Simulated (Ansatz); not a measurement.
# How fast states decay through LiTaBr6

Aim: relax a made-up compound, LiTaBr6, and see how good a tunnel barrier it would be. It is built by putting Br for F in the LiTaF6 structure of space group R-3, with the volume rescaled by atomic radii. The parent structure comes from the Materials Project.

Method: PBE DFT, plane waves, PAW files, in the first sound run; inputs show where later runs differ, in Ansatz 0.2.0.

Report form: the programs' logs are mostly left out.

The structure was built from a prototype and need not be the compound's stable phase.

## Step 1: Set-up

Symmetry: R-3, No. 148, trigonal system. Conventional cell: a = 6.611 Å, b = 6.611 Å, c = 17.363 Å, α = 90.00°, β = 90.00°, γ = 120.00°. Li has 6 Br at 2.54 Å nearest. Ta has 6 Br at 2.45 Å nearest. Nearest to Br lie 1 Ta at 2.45 Å and 1 Li at 2.54 Å. It derives from LiTaF6. Br for F in the LiTaF6 structure of space group R-3. Farther neighbours and most contacts between anions are not listed.

## Step 2: Cell and atoms at rest

The substituted atoms don't fit the parent's cell, so cell and atoms relax together. A small smearing keeps the run stable in case the gap closes on the way.

The input, input.yaml:

```yaml
crystal:
  lattice:
    - [3.3052550507, 1.9082898933, 5.7878180238]
    - [-3.3052550507, 1.9082898933, 5.7878180238]
    - [0.0, -3.8165797866, 5.7878180238]
  atoms:
    - { symbol: Li, position: [0.5, 0.5, 0.5] }
    - { symbol: Ta, position: [0.0, 0.0, 0.0] }
    - { symbol: Br, position: [0.64967097, 0.24539065, 0.86097381] }
    - { symbol: Br, position: [0.24539065, 0.86097381, 0.64967097] }
    - { symbol: Br, position: [0.86097381, 0.64967097, 0.24539065] }
    - { symbol: Br, position: [0.35032903, 0.75460935, 0.13902619] }
    - { symbol: Br, position: [0.75460935, 0.13902619, 0.35032903] }
    - { symbol: Br, position: [0.13902619, 0.35032903, 0.75460935] }
kpoints:
  mp_grid: { grid: [4, 4, 4] }
scf:
  occupations: { method: gaussian, width: 0.03 }
hamiltonian:
  xc: pbe
output:
  forces: true
  stress: true
relax:
  f_tol: 0.02
  max_steps: 60
  cell: {}
```

On the command line:

```console
> ansatz run input.yaml --threads 2 --pin off --max-ram 4096MiB --backend cpu --events-out ev --progress --plain --runs-dir out
```

Elapsed: 28 s, on 2 threads of Arm Neoverse V1, shared host; peak memory 0.55 GiB.

Relaxation path:

| step | energy less that of the first step (eV) | largest force component (eV/Å) | pressure (GPa) | volume (Å³) |
| --- | --- | --- | --- | --- |
| 1 | 0.0000 | 0.8539 | 7.03 | 219.04 |
| 2 | -0.5313 | 0.7159 | -2.05 | 249.79 |
| 3 | -0.7262 | 0.1706 | -0.32 | 251.48 |
| 4 | -0.7301 | 0.1908 | 0.25 | 250.00 |
| 5 | -0.7506 | 0.0123 | -0.04 | 248.91 |
| 6 | -0.7521 | 0.0109 | -0.02 | 247.66 |
| 7 | -0.7539 | 0.0023 | 0.01 | 244.59 |
| 8* | -0.7564 | 0.0028 | 0.01 | 244.59 |

Relaxation steps marked * repeat the geometry before them on a plane-wave basis chosen anew for their cell, so energy and pressure can jump there.

Forces are held to the 6 operations that the run works with; a distortion that breaks them can't arise in this run.

```
conventional cell, symmetrised  before   after   change
                         a (Å)   6.611   6.817   +3.1 %
                         b (Å)   6.611   6.817   +3.1 %
                         c (Å)  17.363  18.233   +5.0 %
              volume (Å³/atom)   27.38   30.57  +11.7 %
```

The atoms that moved most (Å, as changes of fractional coordinates times the final cell):

```csv
atom,dx,dy,dz,length
Br7,0.217,-0.176,-0.028,0.281
Br5,0.261,0.099,0.028,0.281
Br6,0.045,0.276,-0.028,0.281
Br4,-0.217,0.176,0.028,0.281
Br3,-0.045,-0.276,0.028,0.281
Br8,-0.261,-0.099,-0.028,0.281
```

This step gave:

* free energy: -26844.4099 eV
* Fermi energy: 3.099 eV
* pressure: 0.007416 GPa

The largest force component on a free atom ends at 0.0028 eV/Å.

## Step 3: Band edges

The energy window and the wavevectors of the next steps follow from the band edges, so these are searched first, off the mesh as well.

The input, input.yaml:

```yaml
crystal:
  lattice:
    - [3.4084747806, 1.9678838321, 6.0776192467]
    - [-3.4084747806, 1.9678838321, 6.0776192467]
    - [0.0, -3.9357676642, 6.0776192467]
  atoms:
    - { symbol: Li, position: [0.5, 0.5, 0.5] }
    - { symbol: Ta, position: [0.0, 0.0, 0.0] }
    - { symbol: Br, position: [0.6213385102, 0.230113894, 0.9092533832] }
    - { symbol: Br, position: [0.230113894, 0.9092533832, 0.6213385102] }
    - { symbol: Br, position: [0.9092533832, 0.6213385102, 0.230113894] }
    - { symbol: Br, position: [0.3786614898, 0.769886106, 0.0907466168] }
    - { symbol: Br, position: [0.769886106, 0.0907466168, 0.3786614898] }
    - { symbol: Br, position: [0.0907466168, 0.3786614898, 0.769886106] }
kpoints:
  mp_grid: { grid: [4, 4, 4] }
  band_path: { path: [VBM, CBM], npoints: 30 }
scf:
  occupations: { method: fixed }
hamiltonian:
  xc: pbe
output:
  eigenvalues: true
  write_potential: true
  write_density: true
  volumetric_format: npy
  elf: true
```

Elapsed: 39 s, on 2 threads; peak memory 0.53 GiB.

This step gave:

* free energy: -26844.4101 eV
* Fermi energy: 2.140 eV
* gap on the k-mesh: 1.919 eV
* gap on path: 1.916 eV, by band count; negative where bands overlap
* direct gap on path: 2.028 eV
* edge places on path: 0, 0.4542 1/A along the path

The electronic bands at the labelled points (eV, zero at the Fermi level (highest filled level under fixed occupations); v1 is the highest filled band, c1 the lowest empty one):

```csv
point,v4,v3,v2,v1,c1,c2,c3,c4
VBM,-0.30,-0.15,-0.11,0.00,2.03,2.18,2.21,4.93
halfway,-0.38,-0.20,-0.14,-0.10,2.03,2.14,2.35,4.69
CBM,-0.36,-0.27,-0.22,-0.20,1.92,2.15,2.46,4.52
```

ELF in the ac plane of the conventional cell at fractional y = 0.000, with atoms of Li and Ta and Br within 0.2 Å of it. It is the smooth field of the valence electrons, not physical close to the nuclei.

Ten even steps from '0' (0.00) to '9' (0.89), each cell a mean:
```
5644788873001111156
1269622798300001111
0269855886200000000
0025777531011100000
0000000014788864100
0000000159953699610
0000000148953699610
0000112113578764100
0025788874211000000
0159962489510000000
0048985798510000000
8403567753101100028
6300000003688875215
0000000038974499720
0000000037974599720
0000012212467875200
0014788885311100000
0058972279730000000
0037986689720000000
0001467764101110000
0000000001368887510
0110000015895359841
2211100015995358732
4741122101468774365
```
Columns run along a (6.8 Å), rows up along c (18.2 Å), edges of the conventional cell, whose origin can differ from the input's. Atoms in or near the plane, at fractional coordinates: Li at (0.00, 0.50), Ta at (0.00, 0.00), Br at (0.63, 0.75), Br at (0.69, 0.08), Br at (0.37, 0.25), Br at (0.31, 0.92).

Electrostatic potential energy in the ac plane of the conventional cell at fractional y = 0.000, with atoms of Li and Ta and Br within 0.2 Å of it. With pseudopotentials it is smooth inside the atoms' cores, unlike the true potential.

Values in eV, 13 rows by 16 columns, each cell a mean:
```
-32 -19  -6 -16 -34 -34 -16   4   8   9   8   8   6   0 -13 -28
  7   7   5 -11 -29 -31 -14   3   7   8   8   9   8   8   8   8
  9   9   9   9   9   8   8   7   3  -8 -16  -8   4   8   9   9
  9   9   9   9   9   8   8   6  -8 -40 -51 -40  -7   7   9   9
  9   9   8   6  -2  -9  -5   4   7   7   7   8   8   9   9   9
  4   5   5  -5 -39 -55 -46 -11   6   8   9   8   8   7   6   5
-22  -8   3   6   7   7   7   8   8   7   5   5   6   4  -2 -18
  6   7   7   8   8   9   8   7  -2 -37 -60 -53 -18   4   6   6
  9   9   9   8   7   6   6   6   6   3  -1   1   6   8   9   9
  9   9   8   0 -32 -57 -55 -24   3   8   8   9   9   9   9   9
  9   9   9   7   2  -6  -4   3   7   8   8   8   8   9   9   9
  7   7   8   8   8   9   8   8   5 -10 -36 -41 -28  -1   6   7
-40 -26  -6   4   7   8   9   9   7  -2 -21 -27 -17  -6 -17 -37
```
Columns run along a (6.8 Å; values clipped at the 3rd and 97th percentile), rows up along c (18.2 Å), edges of the conventional cell, whose origin can differ from the input's. Atoms in or near the plane, at fractional coordinates: Li at (0.00, 0.50), Ta at (0.00, 0.00), Br at (0.63, 0.75), Br at (0.69, 0.08), Br at (0.37, 0.25), Br at (0.31, 0.92).

Valence density in the ac plane of the conventional cell at fractional y = 0.000, with atoms of Li and Ta and Br within 0.2 Å of it. It is the smooth field of the valence electrons, not physical close to the nuclei.

Values in e/Å³, 13 rows by 16 columns, each cell a mean:
```
2.0 1.4 0.6 0.8 0.7 0.7 0.7 0.3 0.1 0.0 0.0 0.0 0.1 0.2 0.8 1.9
0.0 0.1 0.2 0.6 0.7 0.6 0.6 0.3 0.1 0.0 0.0 0.0 0.0 0.0 0.1 0.0
0.0 0.0 0.0 0.0 0.0 0.0 0.0 0.1 0.3 0.5 0.6 0.5 0.3 0.1 0.0 0.0
0.0 0.0 0.0 0.0 0.0 0.0 0.1 0.2 0.6 0.9 0.7 0.9 0.6 0.2 0.0 0.0
0.0 0.0 0.1 0.2 0.4 0.5 0.4 0.3 0.1 0.1 0.1 0.1 0.0 0.0 0.0 0.0
0.0 0.1 0.2 0.6 1.0 0.8 0.9 0.7 0.2 0.1 0.0 0.0 0.0 0.0 0.0 0.0
3.2 0.4 0.0 0.1 0.1 0.1 0.1 0.1 0.1 0.1 0.2 0.2 0.1 0.1 0.1 2.0
0.0 0.0 0.0 0.0 0.0 0.0 0.0 0.1 0.5 1.0 0.8 1.0 0.8 0.3 0.1 0.0
0.0 0.0 0.0 0.1 0.1 0.2 0.2 0.1 0.2 0.3 0.4 0.3 0.2 0.1 0.0 0.0
0.0 0.0 0.1 0.4 1.0 0.8 0.9 0.9 0.3 0.1 0.0 0.0 0.0 0.0 0.0 0.0
0.0 0.0 0.0 0.1 0.3 0.4 0.4 0.3 0.1 0.1 0.0 0.0 0.0 0.0 0.0 0.0
0.1 0.1 0.1 0.0 0.0 0.0 0.0 0.0 0.2 0.6 0.7 0.6 0.8 0.5 0.2 0.1
2.4 1.7 0.4 0.1 0.1 0.0 0.0 0.0 0.1 0.4 0.7 0.6 0.7 0.6 1.2 2.4
```
Columns run along a (6.8 Å), rows up along c (18.2 Å), edges of the conventional cell, whose origin can differ from the input's. Atoms in or near the plane, at fractional coordinates: Li at (0.00, 0.50), Ta at (0.00, 0.00), Br at (0.63, 0.75), Br at (0.69, 0.08), Br at (0.37, 0.25), Br at (0.31, 0.92).

The searched edges give 1.92 eV, against 1.92 eV on the mesh.

## Step 4: Complex bands

This step: PBE DFT, plane waves, PAW files; complex bands by layer matching along the plane's normal (Ansatz 0.2.0).

The same crystal is laid in a cell whose first two vectors span the (001) plane (indices of the standard conventional cell, whose axes can be ordered otherwise than in the bulk input). At fixed energy and wavevector in the plane the solver finds all kz, real and complex. A few wavevectors are listed, (0, 0) and (-0.5, -0.5) in units of the plane's reciprocal vectors; the slowest state needn't be among them.

The input, input.yaml:

```yaml
crystal:
  lattice:
    - [6.816949561, 0.0, 0.0]
    - [3.408474781, 5.903651496, 0.0]
    - [3.408474781, -1.967883832, 6.077619247]
  atoms:
    - { symbol: Li, position: [0.0, 0.5, 0.5] }
    - { symbol: Ta, position: [0.0, 0.0, 0.0] }
    - { symbol: Br, position: [0.8514524042, 0.769886106, 0.2392942126] }
    - { symbol: Br, position: [0.1393672772, 0.0907466168, 0.2392942126] }
    - { symbol: Br, position: [0.5305918934, 0.3786614898, 0.2392942126] }
    - { symbol: Br, position: [0.1485475958, 0.230113894, 0.7607057874] }
    - { symbol: Br, position: [0.8606327228, 0.9092533832, 0.7607057874] }
    - { symbol: Br, position: [0.4694081066, 0.6213385102, 0.7607057874] }
kpoints:
  mp_grid: { grid: [6, 6, 6] }
scf:
  occupations: { method: fixed }
hamiltonian:
  xc: pbe
output:
  eigenvalues: true
  transmission:
    leads: [[0, 0]]
    kpoints: [[0.0, 0.0], [-0.5, -0.5]]
    e_range: [-1.0, 2.92]
    de: 0.08
```

Run time: 3 min. Hardware: 2 threads; peak memory 1.4 GiB.

This step gave:

```yaml
free_energy: -26844.4109 eV
fermi_energy: 2.139 eV
gap_on_the_k_mesh: 1.920 eV
level_to_which_the_leads_are_filled: 0.9600 eV from the Fermi level
decay_constant_at_the_filling_level_zone_centre: 0.2167 Å⁻¹
decay_constant_at_the_filling_level_slowest_listed_point: 0.2167 Å⁻¹
```

K parallel (0, 0); values up to 1.5 1/Å, a degenerate pair printed once or twice; energies at which all values exceed this have no row. Table of Im kz of the slowest decaying states by energy, zero at the highest filled level on the SCF mesh:

| energy (eV) | decay 1 (Å⁻¹) | decay 2 (Å⁻¹) | decay 3 (Å⁻¹) | decay 4 (Å⁻¹) |
| --- | --- | --- | --- | --- |
| -1.00 | 0.152 | 0.163 | 0.272 | 0.657 |
| -0.84 | 0.197 | 0.281 | 0.600 | 1.34 |
| -0.60 | 0.222 | 0.305 | 0.486 | 1.32 |
| -0.44 | 0.0662 | 0.209 | 0.365 | 0.370 |
| -0.20 | 0.0422 | 0.431 | 1.29 | 1.36 |
| -0.04 | 0.161 | 0.293 | 0.460 | 1.28 |
| 0.20 | 0.120 | 0.295 | 0.390 | 0.494 |
| 0.36 | 0.156 | 0.346 | 0.413 | 0.511 |
| 0.60 | 0.190 | 0.401 | 0.427 | 0.533 |
| 0.76 | 0.206 | 0.428 | 0.429 | 0.544 |
| 0.92 | 0.217 | 0.427 | 0.451 | 0.553 |
| 1.16 | 0.226 | 0.420 | 0.475 | 0.565 |
| 1.32 | 0.226 | 0.412 | 0.487 | 0.570 |
| 1.56 | 0.216 | 0.393 | 0.497 | 0.576 |
| 1.72 | 0.197 | 0.372 | 0.500 | 0.579 |
| 1.96 | 0.0996 | 0.314 | 0.497 | 0.580 |
| 2.12 | 0.217 | 0.487 | 0.578 | 0.775 |
| 2.36 | 0.286 | 0.429 | 0.446 | 0.632 |
| 2.52 | 0.438 | 0.468 | 0.475 | 0.624 |
| 2.76 | 0.456 | 0.505 | 0.563 | 0.604 |
| 2.92 | 0.466 | 0.515 | 0.596 | 0.598 |

K parallel (-0.5, -0.5); values up to 1.5 1/Å, a degenerate pair printed once or twice; energies at which all values exceed this have no row. The Im kz of the slowest decaying states by energy, zero at the highest filled level on the SCF mesh:

```
energy (eV)  decay 1 (Å⁻¹)  decay 2 (Å⁻¹)  decay 3 (Å⁻¹)  decay 4 (Å⁻¹)
      -1.00          0.274          0.298          0.313          0.318
      -0.84         0.0732          0.281          0.302          0.333
      -0.68         0.0336          0.130          0.246          0.250
      -0.52          0.125          0.180          0.190          0.373
      -0.36         0.0148          0.115          0.134          0.141
      -0.20         0.0994          0.118          0.151          0.373
      -0.04          0.135          0.192          0.241          0.263
       0.12          0.178          0.237          0.291          0.303
       0.28          0.206          0.255          0.338          0.350
       0.44          0.226          0.270          0.370          0.390
       0.60          0.241          0.282          0.395          0.418
       0.76          0.250          0.290          0.402          0.414
       0.92          0.256          0.294          0.391          0.429
       1.00          0.258          0.295          0.386          0.435
       1.16          0.258          0.294          0.376          0.445
       1.32          0.254          0.288          0.361          0.453
       1.48          0.245          0.278          0.340          0.457
       1.64          0.229          0.260          0.307          0.458
       1.80          0.198          0.232          0.244          0.455
       1.96          0.170          0.178          0.444          0.532
       2.12         0.0708          0.120          0.266          0.422
       2.28          0.427          0.438          0.528          0.567
       2.44          0.444          0.506          0.520          0.562
       2.60          0.160          0.283          0.459          0.502
       2.76          0.306          0.437          0.471          0.515
       2.92          0.413          0.436          0.475          0.535
```

At the listed wavevectors the last open channel is at -0.04 eV and the next at +1.96 eV on the grid. At +0.92 eV, the grid energy nearest the filling level (the middle of the gap on the SCF mesh), the slowest state at the listed wavevectors decays with κ = 0.217 Å⁻¹, its amplitude falling by e over 4.6 Å. Through 1 nm of this crystal that state's transmission falls by exp(−2 × 0.217 Å⁻¹ × 10 Å) = 0.013.

## Step 5: Band edges at another level

This step: LDA DFT, plane waves, PAW files (Ansatz 0.2.0).

The edges again with LDA, at the same atoms.

The input, input.yaml:

```yaml
crystal:
  lattice:
    - [3.4084747806, 1.9678838321, 6.0776192467]
    - [-3.4084747806, 1.9678838321, 6.0776192467]
    - [0.0, -3.9357676642, 6.0776192467]
  atoms:
    - { symbol: Li, position: [0.5, 0.5, 0.5] }
    - { symbol: Ta, position: [0.0, 0.0, 0.0] }
    - { symbol: Br, position: [0.6213385102, 0.230113894, 0.9092533832] }
    - { symbol: Br, position: [0.230113894, 0.9092533832, 0.6213385102] }
    - { symbol: Br, position: [0.9092533832, 0.6213385102, 0.230113894] }
    - { symbol: Br, position: [0.3786614898, 0.769886106, 0.0907466168] }
    - { symbol: Br, position: [0.769886106, 0.0907466168, 0.3786614898] }
    - { symbol: Br, position: [0.0907466168, 0.3786614898, 0.769886106] }
kpoints:
  mp_grid: { grid: [4, 4, 4] }
  band_path: { path: [VBM, CBM], npoints: 30 }
scf:
  occupations: { method: fixed }
hamiltonian:
  xc: lda
output:
  eigenvalues: true
```

It took 39 s on 2 threads; peak memory 0.5 GiB.

Numbers from this step:

```yaml
free_energy: -26055.1955 eV
fermi_energy: 1.877 eV
gap_on_the_k_mesh: 1.802 eV
gap_on_path: 1.798 eV, by band count; negative where bands overlap
direct_gap_on_path: 1.915 eV
```

The electronic bands at the labelled points (eV, zero at the Fermi level (highest filled level under fixed occupations); v1 is the highest filled band, c1 the lowest empty one):

| point | v4 | v3 | v2 | v1 | c1 | c2 | c3 | c4 |
| --- | --- | --- | --- | --- | --- | --- | --- | --- |
| VBM | -0.32 | -0.15 | -0.11 | 0.00 | 1.92 | 2.08 | 2.11 | 4.85 |
| halfway | -0.39 | -0.21 | -0.15 | -0.11 | 1.92 | 2.03 | 2.26 | 4.58 |
| CBM | -0.37 | -0.28 | -0.23 | -0.20 | 1.80 | 2.04 | 2.37 | 4.40 |

The searched edges give 1.80 eV, against 1.80 eV on the mesh.

## Step 6: Complex bands at another level

This step: LDA DFT, plane waves, PAW files; complex bands by layer matching along the plane's normal (Ansatz 0.2.0).

The complex bands at that level, over its own gap, at (0, 0) and (-0.5, -0.5).

The input, input.yaml:

```yaml
crystal:
  lattice:
    - [6.816949561, 0.0, 0.0]
    - [3.408474781, 5.903651496, 0.0]
    - [3.408474781, -1.967883832, 6.077619247]
  atoms:
    - { symbol: Li, position: [0.0, 0.5, 0.5] }
    - { symbol: Ta, position: [0.0, 0.0, 0.0] }
    - { symbol: Br, position: [0.8514524042, 0.769886106, 0.2392942126] }
    - { symbol: Br, position: [0.1393672772, 0.0907466168, 0.2392942126] }
    - { symbol: Br, position: [0.5305918934, 0.3786614898, 0.2392942126] }
    - { symbol: Br, position: [0.1485475958, 0.230113894, 0.7607057874] }
    - { symbol: Br, position: [0.8606327228, 0.9092533832, 0.7607057874] }
    - { symbol: Br, position: [0.4694081066, 0.6213385102, 0.7607057874] }
kpoints:
  mp_grid: { grid: [6, 6, 6] }
scf:
  occupations: { method: fixed }
hamiltonian:
  xc: lda
output:
  eigenvalues: true
  transmission:
    leads: [[0, 0]]
    kpoints: [[0.0, 0.0], [-0.5, -0.5]]
    e_range: [-1.0, 2.8]
    de: 0.08
```

The job ended after 2.9 min (2 threads; peak memory 1.4 GiB).

This step gave:

- free energy: -26055.1964 eV
- Fermi energy: 1.876 eV
- gap on the k-mesh: 1.803 eV
- level to which the leads are filled: 0.9013 eV from the Fermi level
- decay constant at the filling level, zone centre: 0.2066 Å⁻¹
- decay constant at the filling level, slowest listed point: 0.2066 Å⁻¹

K parallel (0, 0); values up to 1.5 1/Å, a degenerate pair printed once or twice; energies at which all values exceed this have no row. The Im kz of the slowest decaying states by energy, zero at the highest filled level on the SCF mesh:

```csv
energy (eV),decay 1 (Å⁻¹),decay 2 (Å⁻¹),decay 3 (Å⁻¹),decay 4 (Å⁻¹)
-1.00,0.131,0.136,0.265,0.654
-0.84,0.0508,0.198,0.262,0.596
-0.60,0.216,0.310,0.481,1.30
-0.44,0.0683,0.200,0.360,0.369
-0.28,0.0905,0.0938,0.410,1.27
-0.04,0.161,0.288,0.454,1.26
0.12,0.0913,0.259,0.364,0.477
0.28,0.135,0.317,0.397,0.495
0.52,0.173,0.379,0.416,0.518
0.68,0.190,0.409,0.419,0.530
0.92,0.207,0.417,0.444,0.544
1.08,0.212,0.412,0.460,0.551
1.24,0.213,0.403,0.473,0.557
1.48,0.203,0.383,0.484,0.564
1.64,0.182,0.362,0.488,0.566
1.80,0.129,0.327,0.487,0.568
2.04,0.189,0.475,0.571,0.695
2.20,0.396,0.451,0.451,0.614
2.36,0.419,0.428,0.445,0.606
2.60,0.445,0.485,0.536,0.588
2.76,0.457,0.495,0.577,0.581
```

K parallel (-0.5, -0.5); values up to 1.5 1/Å, a degenerate pair printed once or twice; energies at which all values exceed this have no row. Im kz of the slowest decaying states against energy, zero at the highest filled level on the SCF mesh:

```csv
energy (eV),decay 1 (Å⁻¹),decay 2 (Å⁻¹),decay 3 (Å⁻¹),decay 4 (Å⁻¹)
-1.00,0.257,0.293,0.308,0.317
-0.76,0.0279,0.0591,0.259,0.271
-0.44,0.0822,0.102,0.128,0.163
-0.20,0.0200,0.097,0.129,0.157
-0.04,0.132,0.195,0.241,0.248
0.04,0.155,0.223,0.255,0.273
0.36,0.210,0.255,0.349,0.367
0.60,0.231,0.272,0.387,0.402
0.92,0.244,0.282,0.375,0.420
1.16,0.243,0.279,0.357,0.435
1.40,0.231,0.265,0.326,0.443
1.72,0.174,0.217,0.217,0.441
1.96,0.110,0.162,0.418,0.522
2.20,0.423,0.446,0.519,0.555
2.52,0.162,0.286,0.457,0.494
2.76,0.362,0.425,0.470,0.529
```

At the listed wavevectors the last open channel is at -0.04 eV and the next at +1.88 eV on the grid. At +0.92 eV, the grid energy nearest the filling level (the middle of the gap on the SCF mesh), the slowest state at the listed wavevectors decays with κ = 0.207 Å⁻¹, its amplitude falling by e over 4.8 Å; the first such run, plane (001), gave 0.217 Å⁻¹.

(Continued in part 2 of 2.)

[Logs are printed without paths, hosts, clocks, repeated set-up lines and the standing remarks that a program may print on its own settings, such as how far it seeks lower states.]

[Hosts, paths, dates, database ids (printed as entryN), source tags and the programs' standing remarks are cut or masked in the printed files.]
